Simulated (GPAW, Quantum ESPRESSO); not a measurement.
# O K-edge XANES of NaMoO2 (R-3m), part 2 of 2

What does one-electron theory with a core hole give for the O K edge of NaMoO2 (R-3m)?

GPAW 26.7.0; X-ray absorption from dipole matrix elements to empty bands, plane-wave PAW LDA.

So far. Step 2 (Ground state of the crystal): The mesh shows no gap, so the system is treated as a metal and the core electron is put at the Fermi level (neutral cell). Step 3 (Spectrum without a core hole, O atom 3): Main maxima below 24 eV (height): 0.3 eV (1.85), 2.9 eV (2.96), 7.7 eV (1.43), 11.0 eV (1.05) and 14.8 eV (0.99). A K edge sees empty p states; the first features are O p mixed into the empty d states of the Mo neighbours, and the broad ones above probably into the cations' higher empty bands.

## (5) Spectrum with XCH, O atom 3

The holes are 5.5 Å apart. In GPAW the data set carries the hole's charge, so charge=0 means a charged cell and charge=-1 a neutral one. The excited electron is kept in the cell, where it fills the lowest empty states and screens the hole. After the field has converged, empty bands are computed with the density fixed and the dipole matrix elements are summed.

Contents of xas.py:

```python
import numpy as np
from ase import Atoms
from ase.parallel import parprint, paropen
from gpaw import GPAW, PW, FermiDirac, Mixer, MixerDif, setup_paths
from gpaw.test import gen
setup_paths.insert(0, '.')
gen('O', name='fch1s', xcname='LDA', corehole=(1, 0, 1), write_xml=True)
from gpaw.mpi import world
world.barrier()

atoms = Atoms('Mo3Na3O6',
    cell=[[1.6167754, 0.93344571, 5.21931681],
     [-4.85032619, -2.80033713, 0],
     [4.85032619, -2.80033713, 0]],
    scaled_positions=[[0, 0, 0],
     [0, 0.66666667, 0.33333333],
     [0, 0.33333333, 0.66666667],
     [0.5, 0.5, 0],
     [0.5, 0.16666667, 0.33333333],
     [0.5, 0.83333333, 0.66666667],
     [0.20468815, 0.73489605, 0],
     [0.20468815, 0.40156272, 0.33333333],
     [0.20468815, 0.06822938, 0.66666667],
     [0.79531185, 0.26510395, 0],
     [0.79531185, 0.93177062, 0.33333333],
     [0.79531185, 0.59843728, 0.66666667]],
    pbc=True)
atoms.calc = calc = GPAW(legacy_gpaw=True, mode=PW(500, force_complex_dtype=True), xc='LDA', setups={6: 'fch1s'},
    kpts={'size': (4, 4, 4), 'gamma': True}, occupations=FermiDirac(0.1),
    charge=-1, mixer=Mixer(0.1, 5, 50), maxiter=150,
    convergence={'density': 0.0001, 'eigenstates': 1e-6}, txt='scf.txt')
energy = atoms.get_potential_energy() + calc.get_reference_energy()
ef = calc.get_fermi_level()
out = dict(energy=energy, fermi=ef, forces=atoms.get_forces().tolist())
parprint(f'all-electron energy {energy:.4f} eV, Fermi level {ef:.4f} eV')
ev = np.array([[calc.get_eigenvalues(k, s) for k in range(len(calc.get_ibz_k_points()))] for s in range(calc.get_number_of_spins())])
out['homo'], out['lumo'], out['counts'] = ev[ev < ef].max(), ev[ev > ef].min(), sorted(set((ev < ef).sum((0, 2)).tolist()))
out['filled'] = (ev[:, 0] < ef).sum(1).tolist()

from ase.units import Ha
from gpaw.xas import dipole_matrix_elements
nb = int(calc.get_number_of_electrons() / 2) + 102
top, nb = nb, nb + 8 + nb // 12
nscf = calc.fixed_density(kpts={'size': (4, 5, 5), 'gamma': True}, nbands=nb,
    convergence={'bands': top, 'eigenstates': 1e-5}, maxiter=60, txt='nscf.txt')
cell = atoms.cell.array
ops = [cell.T @ U.T @ np.linalg.inv(cell.T) for U in nscf.wfs.kd.symmetry.op_scc]
E = np.arange(-6, 34, 0.1)
fwhm = np.interp(E, [4, 25], [0.9, 3.5])
Y, X, zero, highest = 0, 0, 1e9, 1e9
for spin in range(nscf.get_number_of_spins()):
    wfs = nscf.wfs
    A = dipole_matrix_elements(wfs.setups[6])
    eps = np.zeros((wfs.kd.nibzkpts, nb))
    d = np.zeros((3, A.shape[1], wfs.kd.nibzkpts, nb), complex)
    for kpt in wfs.kpt_u:
        if kpt.s == spin and 6 in kpt.P_ani:
            eps[kpt.k] = kpt.eps_n * Ha
            d[:, :, kpt.k] = (kpt.weight * wfs.nspins / 2) ** 0.5 * np.inner(A, kpt.P_ani[6])
    world.sum(eps)
    world.sum(d)
    T = np.einsum('amkn,bmkn->abkn', d, d.conj()).real
    T = sum(np.einsum('ai,ijkn,bj->abkn', R, T, R) for R in ops) / len(ops)
    empty = eps > ef
    zero, highest = min(zero, eps[empty].min()), min(highest, eps[:, top - 1].min())
    lines = [(eps, T, empty)] if spin == 0 else lines + [(eps, T, empty)]
for eps, T, empty in lines:
    f = np.einsum('aakn->akn', T).reshape(3, -1)
    x = eps.ravel() - zero
    w = np.interp(x, E, fwhm) / 2.35482
    g = np.exp(-0.5 * ((E[:, None] - x) / w) ** 2) / (w * (2 * np.pi) ** 0.5)
    Y = Y + (f * empty.ravel()) @ g.T
    X = X + (f * ~empty.ravel()) @ g.T
out.update(E=E.round(2).tolist(), xas=Y.tolist(), xes=X.tolist(), zero=zero, valid=highest - zero, nk=len(eps), nb=nb)
for i in range(0, len(E), 10):
    parprint(f'{E[i]:7.2f}', *(f'{v:10.3e}' for v in Y[:, i]))
import json
with paropen('out.json', 'w') as f:
    json.dump(out, f)
```

Command:

```
$ OMP_NUM_THREADS=1 mpirun -n 4 gpaw python xas.py
```

Numbers of over 12 decimals in the logs are rounded to 6 here.

The program printed:

```text
Input parameters:
  charge: -1
  convergence: {density: 0.0001,
                eigenstates: 1e-06}
  kpts: {gamma: True,
         size: (4, 4, 4)}
  maxiter: 150
  mixer: {backend: pulay,
          beta: 0.1,
          method: separate,
          nmaxold: 5,
          weight: 50}
  mode: {ecut: 500.0,
         force_complex_dtype: True,
         name: pw}
  occupations: {fixmagmom: False,
                name: fermi-dirac,
                width: 0.1}
  setups: {6: fch1s}

Initialize ...

[... PAW data sets ...]

Reference energy: -354872.346430  # eV

Spin-paired calculation

[... convergence settings ...]
Symmetries present (total): 1
  [... symmetry matrices ...]

64 k-points: 4 x 4 x 4 Monkhorst-Pack grid + [1/8,1/8,1/8]
36 k-points in the irreducible part of the Brillouin zone
       k-points in crystal coordinates                weights
   0:     0.00000000    0.00000000    0.00000000          1/64
   1:     0.00000000    0.00000000    0.25000000          2/64
   2:     0.00000000    0.00000000    0.50000000          1/64
   3:     0.00000000    0.25000000   -0.25000000          2/64
   4:     0.00000000    0.25000000    0.00000000          2/64
   5:     0.00000000    0.25000000    0.25000000          2/64
   6:     0.00000000    0.25000000    0.50000000          2/64
   7:     0.00000000    0.50000000    0.00000000          1/64
   8:     0.00000000    0.50000000    0.25000000          2/64
   9:     0.00000000    0.50000000    0.50000000          1/64
          ...
  35:     0.50000000    0.50000000    0.50000000          1/64

Wave functions: Plane wave expansion
  Cutoff energy: 500.000 eV
  Number of coefficients (min, max): 3584, 3620
  Pulay-stress correction: 0.000000 eV/Ang^3 (de/decut=0.000000)
  Using FFTW library
  Wavefunction extrapolation:
    Improved wavefunction reuse through dual PAW basis

Occupation numbers: Fermi-Dirac:
  width: 0.1000  # eV

Eigensolver
   Davidson(niter=2)

Densities:
  Coarse grid: 30*30*30 grid
  Fine grid: 60*60*60 grid
  Total Charge: 0.000000

Density mixing:
  Method: separate
  Backend: pulay
  Linear mixing parameter: 0.1
  old densities: 5
  Width of damping distribution: 1.1
  Damping of long wavelength oscillations: 50

[... Hamiltonian set-up ...]
Number of atoms: 12
Number of atomic orbitals: 84
Number of bands in calculation: 64
Number of valence electrons: 100
Bands to converge: occupied

... initialized

Initializing position-dependent things.

Density initialized from atomic densities
Creating initial wave functions:
  64 bands from LCAO basis set

                  O

            ONa     ONa

               Na
        O       O Mo     O

            Mo      Mo

Atomic positions and initial magnetic moments

Positions:
   0 Mo     0.000000    0.000000    0.000000    ( 0.0000,  0.0000,  0.0000)
   1 Mo    -1.616775   -2.800337    0.000000    ( 0.0000,  0.0000,  0.0000)
   2 Mo     1.616775   -2.800337    0.000000    ( 0.0000,  0.0000,  0.0000)
   3 Na    -1.616775   -0.933446    2.609658    ( 0.0000,  0.0000,  0.0000)
   4 Na     1.616775   -0.933446    2.609658    ( 0.0000,  0.0000,  0.0000)
   5 Na     0.000000   -3.733783    2.609658    ( 0.0000,  0.0000,  0.0000)
   6 O     -3.233551   -1.866891    1.068332    ( 0.0000,  0.0000,  0.0000)
   7 O     -0.000000   -1.866891    1.068332    ( 0.0000,  0.0000,  0.0000)
   8 O      3.233551   -1.866891    1.068332    ( 0.0000,  0.0000,  0.0000)
   9 O      0.000000    0.000000    4.150985    ( 0.0000,  0.0000,  0.0000)
  10 O     -1.616775   -2.800337    4.150985    ( 0.0000,  0.0000,  0.0000)
  11 O      1.616775   -2.800337    4.150985    ( 0.0000,  0.0000,  0.0000)

Unit cell:
           periodic     x           y           z      points  spacing
  1. axis:    yes    1.616775    0.933446    5.219317    30     0.1740
  2. axis:    yes   -4.850326   -2.800337    0.000000    30     0.1544
  3. axis:    yes    4.850326   -2.800337    0.000000    30     0.1617

  Lengths:   5.543154   5.600674   5.600674
  Angles:  120.000000  80.305419 109.681563

Effective grid spacing dv^(1/3) = 0.1738

iter:   1  -124.852805
iter:   2  -115.500452   -0.62  -1.08
iter:   3  -109.389196   -0.43  -1.24
iter:   4  -109.113280   -1.26  -1.44
iter:   5  -108.797947   -1.88  -1.46
iter:   6  -108.576170   -2.06  -1.55
iter:   7  -108.521322   -1.74  -1.76
iter:   8  -108.444918   -2.88  -2.19
iter:   9  -108.440775   -2.88  -2.47
iter:  10  -108.436713c  -4.13  -2.62
iter:  11  -108.437439c  -4.22  -2.74
iter:  12  -108.433896c  -4.07  -2.70
iter:  13  -108.433755c  -5.14  -3.06
iter:  14  -108.433673c  -5.24  -3.11
iter:  15  -108.433531c  -5.04  -3.13
iter:  16  -108.433203c  -5.38  -3.35
iter:  17  -108.433143c  -5.55  -3.70
iter:  18  -108.433147c  -6.68c -4.01c

Converged after 18 iterations.

Dipole moment: (-0.359303, -0.207495, -0.265973) |e|*Ang

Energy contributions relative to reference atoms: (reference = -354872.346430)

Kinetic:         +8.150546
Potential:      -27.849888
External:        +0.000000
XC:             -87.332361
Entropy (-ST):   -0.343925
Local:           -1.229482
SIC:             +0.000000
--------------------------
Free energy:   -108.605109
Extrapolated:  -108.433147

Showing only first 2 kpts
 Kpt  Band  Eigenvalues  Occupancy
  0    48      7.22955    1.99866
  0    49      7.82510    1.58930
  0    50      8.04187    0.61384
  0    51      8.07009    0.50070

  1    48      7.43426    1.98968
  1    49      7.84704    1.51305
  1    50      8.10130    0.39283
[...]
Fermi level: 7.96042

No gap
No difference between direct/indirect transitions

Forces in eV/Ang:
  0 Mo   -1.28255   -0.74027   -0.96837
  1 Mo    1.28357   -0.73923   -0.98546
  2 Mo    0.00141    1.48164   -0.98542
  3 Na    0.22851    0.13181    0.15328
  4 Na   -0.00010   -0.26476    0.20499
  5 Na   -0.22938    0.13237    0.20506
  6 O     0.00795    0.00573    1.93299
  7 O    -0.00373   -0.00454    0.41055
  8 O    -0.00563   -0.00007    0.41059
  9 O     0.17130    0.09778   -0.12303
 10 O    -0.01471   -0.17269   -0.11674
 11 O    -0.15725    0.07266   -0.11627
Scalar-relativistic atomic LDA calculation for O (Oxygen, Z=8)
Core hole in 1s state (1s occupation: 1.0)
300 radial gridpoints.
|------------------------------------------------|
|------------------------------------------------|
[... the atom generator's iteration count ...]

Energy contributions:
-------------------------
Kinetic:      +54.046737
XC:            -5.876031
Potential:   -102.458324
-------------------------
Total:        -54.287618

state      eigenvalue         ekin         rmax
-----------------------------------------------
1s^1.0 :   -21.731873    30.611423        0.127
2s^2.0 :    -1.594915     4.066245        0.801
2p^4.0 :    -1.067100     3.825706        0.682
-----------------------------------------------
(units: Bohr and Hartree)

Generating PAW setup
Kinetic energy of the core from tauc = 30.636371
Cutoffs:
rc(s)=1.300
rc(p)=1.130
rc(d)=1.170
rc(vbar)=1.300
rc(comp)=1.260
rc(nct)=1.300

Kinetic energy of the core states: 30.611423
Charge: 1.0
Core electrons: 1.0
Valence electrons: 6.0
Pseudo-core charge: 0.000198
Shape function alpha=6.299
Pseudo-electron charge 5.280306
state    eigenvalue         norm
--------------------------------
2s(2) :    -1.594915     1.065643
*s    :    -0.594915
2p(4) :    -1.067100     0.787205
*p    :    -0.067100
*d    :     0.000000
--------------------------------

Diagonalizing with gridspacing h=0.050

state   all-electron     PAW
-------------------------------
2s:      -1.594915    -1.596334
2p:      -1.067100    -1.073375
*d:                   -0.060686
*f:                   -0.013559
-------------------------------
all-electron energy -354980.7796 eV, Fermi level 7.9604 eV
[...]
31.00  4.060e-05  4.022e-05  5.372e-05
  32.00  4.048e-05  4.006e-05  5.001e-05
  33.00  4.211e-05  4.191e-05  4.701e-05
```

Run time: 4.4 min. Hardware: 4 MPI ranks of Arm Neoverse V1, shared host; peak memory 0.55 GiB; 18 min of CPU time.

The O K spectrum, O atom 3, excited-electron core hole (neutral cell) (energy from the lowest empty level; intensity scaled to a mean of 1 over the first 20 eV; polarised curves are means over the symmetry-equivalent atoms):

| E (eV) | isotropic | ε ⊥ c | ε ∥ c |
| --- | --- | --- | --- |
| -2.0 | 0.00 | 0.00 | 0.00 |
| -1.5 | 0.00 | 0.00 | 0.00 |
| -1.0 | 0.02 | 0.02 | 0.02 |
| -0.5 | 0.31 | 0.33 | 0.28 |
| 0.0 | 1.19 | 1.25 | 1.06 |
| 0.5 | 0.96 | 1.01 | 0.85 |
| 1.0 | 0.30 | 0.29 | 0.31 |
| 1.5 | 0.59 | 0.54 | 0.70 |
| 2.0 | 1.83 | 1.95 | 1.58 |
| 2.5 | 2.98 | 3.77 | 1.40 |
| 3.0 | 1.91 | 2.59 | 0.56 |
| 3.5 | 0.77 | 0.82 | 0.68 |
| 4.0 | 0.86 | 0.65 | 1.29 |
| 4.5 | 1.24 | 0.96 | 1.82 |
| 5.0 | 1.35 | 1.16 | 1.72 |
| 5.5 | 1.29 | 1.33 | 1.23 |
| 6.0 | 1.35 | 1.51 | 1.03 |
| 6.5 | 1.43 | 1.63 | 1.02 |
| 7.0 | 1.45 | 1.59 | 1.18 |
| 7.5 | 1.36 | 1.40 | 1.27 |
| 8.0 | 1.10 | 1.14 | 1.01 |
| 8.5 | 0.79 | 0.87 | 0.62 |
| 9.0 | 0.63 | 0.72 | 0.46 |
| 9.5 | 0.70 | 0.78 | 0.54 |
| 10.0 | 0.87 | 0.96 | 0.68 |
| 10.5 | 0.99 | 1.10 | 0.78 |
| 11.0 | 0.96 | 1.03 | 0.81 |
| 11.5 | 0.83 | 0.83 | 0.82 |
| 12.0 | 0.76 | 0.69 | 0.90 |
| 12.5 | 0.82 | 0.69 | 1.09 |
| 13.0 | 0.95 | 0.75 | 1.33 |
| 13.5 | 1.05 | 0.81 | 1.52 |
| 14.0 | 1.08 | 0.83 | 1.58 |
| 14.5 | 1.04 | 0.82 | 1.49 |
| 15.0 | 0.95 | 0.78 | 1.31 |
| 15.5 | 0.84 | 0.69 | 1.13 |
| 16.0 | 0.73 | 0.60 | 0.99 |
| 16.5 | 0.65 | 0.53 | 0.90 |
| 17.0 | 0.62 | 0.50 | 0.85 |
| 17.5 | 0.61 | 0.51 | 0.82 |
| 18.0 | 0.61 | 0.52 | 0.79 |
| 18.5 | 0.60 | 0.54 | 0.73 |
| 19.0 | 0.59 | 0.55 | 0.66 |
| 19.5 | 0.58 | 0.57 | 0.60 |
| 20.0 | 0.60 | 0.61 | 0.58 |
| 20.5 | 0.63 | 0.65 | 0.59 |
| 21.0 | 0.67 | 0.69 | 0.62 |
| 21.5 | 0.70 | 0.73 | 0.63 |
| 22.0 | 0.71 | 0.76 | 0.62 |
| 22.5 | 0.72 | 0.78 | 0.58 |
| 23.0 | 0.72 | 0.82 | 0.52 |
| 23.5 | 0.74 | 0.88 | 0.48 |
| 24.0 | 0.78 | 0.95 | 0.45 |
| 24.5 | 0.85 | 1.04 | 0.46 |
| 25.0 | 0.92 | 1.14 | 0.49 |
| 25.5 | 1.00 | 1.23 | 0.54 |
| 26.0 | 1.07 | 1.31 | 0.61 |
| 26.5 | 1.13 | 1.36 | 0.68 |
| 27.0 | 1.16 | 1.36 | 0.75 |
| 27.5 | 1.15 | 1.31 | 0.81 |
| 28.0 | 1.10 | 1.22 | 0.86 |
| 28.5 | 1.03 | 1.10 | 0.89 |
| 29.0 | 0.94 | 0.96 | 0.90 |
| 29.5 | 0.86 | 0.84 | 0.90 |
| 30.0 | 0.79 | 0.74 | 0.89 |
| 30.5 | 0.74 | 0.68 | 0.88 |
| 31.0 | 0.72 | 0.64 | 0.86 |
| 31.5 | 0.70 | 0.64 | 0.83 |
| 32.0 | 0.69 | 0.64 | 0.80 |

Main maxima below 24 eV (height): 0.2 eV (1.31), 2.5 eV (2.98), 6.9 eV (1.46), 10.6 eV (1.00) and 14.0 eV (1.08). 

The total-energy difference is 535.08 eV. One term is added: -8.83 eV, since the hole is spin-paired here and a spin-polarised one costs that much less in the free atom (computed apart). The photon energy is then 526.25 eV. The functional leaves an error in such absolute values: in the free atom LDA prices this hole 4.1 eV below PBE (computed apart), and PBE is itself good to a few eV.

## (6) What the core hole does

Both curves are counted from their own zero, so only the shift of weight within the empty states shows.

| E (eV) | no hole | XCH |
| --- | --- | --- |
| -2.0 | 0.00 | 0.00 |
| -1.0 | 0.01 | 0.02 |
| 0.0 | 1.47 | 1.19 |
| 1.0 | 0.38 | 0.30 |
| 2.0 | 0.85 | 1.83 |
| 3.0 | 2.89 | 1.91 |
| 4.0 | 0.65 | 0.86 |
| 5.0 | 1.14 | 1.35 |
| 6.0 | 1.28 | 1.35 |
| 7.0 | 1.38 | 1.45 |
| 8.0 | 1.40 | 1.10 |
| 9.0 | 0.93 | 0.63 |
| 10.0 | 0.79 | 0.87 |
| 11.0 | 1.05 | 0.96 |
| 12.0 | 0.78 | 0.76 |
| 13.0 | 0.71 | 0.95 |
| 14.0 | 0.91 | 1.08 |
| 15.0 | 0.98 | 0.95 |
| 16.0 | 0.83 | 0.73 |
| 17.0 | 0.66 | 0.62 |
| 18.0 | 0.61 | 0.61 |
| 19.0 | 0.56 | 0.59 |
| 20.0 | 0.51 | 0.60 |
| 21.0 | 0.53 | 0.67 |
| 22.0 | 0.57 | 0.71 |
| 23.0 | 0.57 | 0.72 |
| 24.0 | 0.57 | 0.78 |
| 25.0 | 0.63 | 0.92 |
| 26.0 | 0.77 | 1.07 |
| 27.0 | 0.91 | 1.16 |
| 28.0 | 0.97 | 1.10 |
| 29.0 | 0.91 | 0.94 |
| 30.0 | 0.78 | 0.79 |
| 31.0 | 0.67 | 0.72 |
| 32.0 | 0.61 | 0.69 |

With each curve scaled to its own mean, the area from −2 to 6 eV with the hole is 8.1 against 8.0, and the centre of weight from −1 to 20 eV moves by +0.0 eV (first and strongest maxima below 20 eV: 0.3 eV (1.85), 2.9 eV (2.96) and 7.7 eV (1.43) without the hole, 0.2 eV (1.31), 2.5 eV (2.98) and 6.9 eV (1.46) with it); the shape changes all the same, by 29 % r.m.s.

## (7) Runs not followed above

These runs aren't followed: redraws of a spectrum that repeat one shown, runs with a planted fault or a state judged unsound, or a program's part that gave no sound spectrum.

| program | step | status | elapsed |
| --- | --- | --- | --- |
| Quantum ESPRESSO | ground state | converged | 1.9 min |
| Quantum ESPRESSO | no core hole | timeout | 9.4 min |
| Quantum ESPRESSO | supercell ground state | converged | 4.4 min |
| Quantum ESPRESSO | core-hole potential | converged | 0.66 s |
| Quantum ESPRESSO | supercell with XCH | converged | 4.5 min |
| Quantum ESPRESSO | spectrum with XCH | timeout | 12 min |
| Quantum ESPRESSO | supercell with XCH | converged | 4.5 min |
| Quantum ESPRESSO | edge energy | converged | 0 s |

## (8) Outcome

```yaml
absorber_and_edge: O K, atom 3 of the ground-state input (counted from 1)
surroundings: 3 Mo at 2.15 Å and 3 Na at 2.42 Å (distorted octahedral, site symmetry 3m)
highest_intensity_below_16_ev: 2.5 eV above the zero, height 2.98
photon_energy_of_the_zero_with_the_added_terms: 526.2 eV (raw 535.1 eV; LDA puts this hole about 4 eV below PBE, itself good to a few eV)
```

The O K edge of atom 3, with 3 Mo at 2.15 Å and 3 Na at 2.42 Å (distorted octahedral, site symmetry 3m), has its highest intensity of the first 16 eV at 2.5 eV above the zero, near 529 eV in photon energy (LDA puts this hole about 4 eV below PBE, itself good to a few eV), 3.0 times the mean level of the first 20 eV (Gaussian full width 0.9 eV up to 4 eV, rising linearly to 3.5 eV at 25 eV). With each curve scaled to its own mean, the area from −2 to 6 eV with the hole is 8.1 against 8.0, and the centre of weight from −1 to 20 eV moves by +0.0 eV (first and strongest maxima below 20 eV: 0.3 eV (1.85), 2.9 eV (2.96) and 7.7 eV (1.43) without the hole, 0.2 eV (1.31), 2.5 eV (2.98) and 6.9 eV (1.46) with it); the shape changes all the same, by 29 % r.m.s. At the O K edge of atom 3 polarisation matters most near 2.7 eV, where the curves differ by 2.7 on this scale. The same cell was also set up in Quantum ESPRESSO; that part failed, was judged unsound or used a data set known to give false states; its runs are listed without their results. 1 further run of this session is left out of this account as redundant. The primitive cell holds an odd number of electrons, so a spin-paired run has to come out metallic; that is right for a metal, but some such compounds are magnetic or distorted insulators. The holes are only 5.5 Å apart, so the shape is probably not converged with cell size; no larger cell was run here. The mesh is coarse (0.30 Å⁻¹ between points), so small maxima may be mesh ripples. Lifetime broadening is put in by hand, and intensities beyond about 20 eV depend on it and on the partial waves; weight that the partial waves miss at high energy is lost. The structure is a computed Materials Project entry and may be a hypothetical form.

[Banner, clock and machine lines of the logs are left out without a mark of their own.]

[Logs are printed without paths, hosts, clocks, repeated set-up lines and the standing remarks that a program may print on its own settings, such as how far it seeks lower states.]

[Hosts, paths, dates, database ids (printed as entryN), source tags and the programs' standing remarks are cut or masked in the printed files.]

[Lists of maxima count a maximum above −3 eV only where it reaches 4 % of the highest in the window and stands out from its surroundings by 2 % of it (1.5 % where it reaches 55 %); shoulders and weaker maxima are passed over, and of the rest the first, up to two pre-edge ones and the few strongest are named.]
